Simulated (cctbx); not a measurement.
# Reading a Patterson map

Space group P6_3/mcm (no. 193), a = 8.6590 Å, b = 8.6590 Å, c = 6.6010 Å, α = 90.00°, β = 90.00°, γ = 120.00°, content Ta6 Tb10.

Simulated single-crystal data (cctbx): synchrotron X-rays, λ = 0.6889 Å, to d = 0.75 Å, 80 % of the full sphere, strongest reflection 40000 counts, noise from counting, a 4 % proportional error and a noise floor of 8 counts (s.d.); no absorption.

Patterson synthesis, origin scaled to 1000:

```text
Patterson group P 6/m m m
      u       v       w   height  length (A)
  0.000   0.000   0.000   1000.0     0.00
  0.257   0.629   0.500    247.2     5.78
  0.000   0.000   0.500    223.6     3.30
  0.000   0.247   0.500    166.3     3.93
  0.000   0.386   0.500    141.2     4.70
  0.238   0.619   0.000    138.0     4.68
  0.062   0.359   0.251    131.9     3.32
  0.000   0.128   0.500    124.8     3.48
  0.000   0.362   0.000    117.0     3.14
  0.130   0.381   0.000    113.1     2.91
  0.255   0.510   0.000    105.9     5.68
  0.333   0.667   0.000     94.3     5.00
  0.000   0.500   0.500     88.1     5.44
  0.000   0.183   0.500     45.6     3.66
```

**Question.** Which atom pairs make the peaks, and where is the heaviest atom?

A peak at u stands for all pairs with xi − xj = u, with weight Σ ZiZj against Σ Z² = 74224 at the origin. Peak heights follow these weights only roughly, since form factors, motion and series ripples differ, all vectors within 0.55 Å of a peak are counted as merged into it though the farther ones add only part of their weight, and F(000) is left out, which lowers the whole map:

| u | v | w | shortest length (Å) | height | 1000 ΣZiZj/ΣZ² | pairs in the cell |
| --- | --- | --- | --- | --- | --- | --- |
| 0.257 | 0.629 | 0.500 | 5.77 | 247 | 256 | 4 × Ta–Tb |
| 0.000 | 0.000 | 0.500 | 3.30 | 224 | 228 | 4 × Tb–Tb |
| 0.000 | 0.247 | 0.500 | 3.93 | 166 | 186 | 2 × Tb–Tb, 1 × Ta–Ta |
| 0.000 | 0.386 | 0.500 | 4.70 | 141 | 144 | 2 × Ta–Ta |
| 0.238 | 0.619 | 0.000 | 4.68 | 138 | 144 | 2 × Ta–Ta |
| 0.062 | 0.359 | 0.251 | 3.32 | 132 | 242 | 2 × Ta–Tb, 2 × Tb–Tb |
| 0.000 | 0.128 | 0.500 | 3.48 | 125 | 128 | 2 × Ta–Tb |
| 0.000 | 0.362 | 0.000 | 3.13 | 117 | 128 | 2 × Ta–Tb |
| 0.130 | 0.381 | 0.000 | 2.90 | 113 | 128 | 2 × Ta–Tb |
| 0.255 | 0.510 | 0.000 | 3.82 | 106 | 114 | 2 × Tb–Tb |

The table stops at ten peaks or at a height of 45, below which ripples compete. In the model behind the data Ta, the heaviest element, has 1 independent site: (0, 0.3847, 3/4), up to an allowed shift of origin; the Ta–Ta vectors are differences of these positions and their symmetry mates. Elements of similar Z can't be told apart from the map alone. The whole model:

| atom | mult. | x | y | z | Ueq (Å²) |
| --- | --- | --- | --- | --- | --- |
| Ta1 | 6 | 0 | 0.3847 | 3/4 | 0.0063 |
| Tb1 | 4 | 1/3 | 2/3 | 1/2 | 0.0063 |
| Tb2 | 6 | 0 | 0.7457 | 3/4 | 0.0060 |

The model was made for the exercise: a known structure type with other elements put in, its volume estimated, not relaxed; displacement parameters are assumed.

[Logs are printed without paths, hosts, clocks, repeated set-up lines and the standing remarks that a program may print on its own settings, such as how far it seeks lower states.]
